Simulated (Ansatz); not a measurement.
# LaVSe2O: which shell does photoemission see at 21.2 and 150 eV? (PBEsol)

The valence band of LaVSe2O mixes several shells. Work out by hand which one leads the spectrum's area at each photon energy.

Filled states come from the projected DOS of Ansatz 0.2.0 (PBEsol, plane waves); cross sections σ and asymmetry parameters β are those of free atoms in a Dirac–Hartree–Slater calculation. A shell's area is states × σ × angular factor, which is 1 − β·P₂(cos θ)/2 for unpolarised light, with θ = 54.7° from the beam and P₂ = 0.001.

**At 21.2 eV** (states counted from 11.2 eV below the zero; other shells add 0.28 to the products' sum of 86.9):

| shell | filled states a cell | cross section (Mb an electron) | β | angular factor | product | share by hand (%) | share in the simulated spectrum (%) |
| --- | --- | --- | --- | --- | --- | --- | --- |
| La 5p | 0.00 | 0 | 0.00 | 1.00 | 0 | 0 | 0 |
| La 5d | 2.84 | 3.44 | 0.77 | 1.00 | 9.77 | 11 | 11 |
| Se 4p | 18.04 | 2.04 | 1.83 | 1.00 | 36.8 | 42 | 43 |
| V 3d | 7.29 | 2 | 0.05 | 1.00 | 14.5 | 17 | 16 |
| O 2p | 9.38 | 2.73 | 0.81 | 1.00 | 25.5 | 29 | 29 |

**At 150 eV** (states counted from 21.1 eV below the zero; other shells add 1.2 to the products' sum of 4.52):

```
shell  filled states a cell  cross section (Mb an electron)      β  angular factor  product  share by hand (%)  share in the simulated spectrum (%)
La 5p                 11.13                          0.0335   0.30            1.00    0.373                  8                                    8
La 5d                  3.53                         0.00943  -0.49            1.00   0.0333                  1                                    1
Se 4p                 18.29                          0.0213   0.98            1.00     0.39                  9                                    9
 V 3d                  7.55                           0.215   1.17            1.00     1.62                 36                                   36
 O 2p                  9.66                          0.0983   1.46            1.00    0.948                 21                                   21
```

Se 4p leads at 21.2 eV and V 3d at 150 eV. Between the two energies σ of Se 4p changes by a factor 0.010 and that of V 3d by 0.11, so their ratio moves 10-fold in favour of the second. The simulated spectrum uses the same rule on the energy-resolved DOS, so the two share columns agree within a few points.

Only crystals where the two columns agree within 4 points and the lead is clear are worked in this form. Free-atom cross sections ignore the solid's final states, no escape depth or background enters, and the count of states a shell hangs on the projection.

[Logs are printed without paths, hosts, clocks, repeated set-up lines and the standing remarks that a program may print on its own settings, such as how far it seeks lower states.]
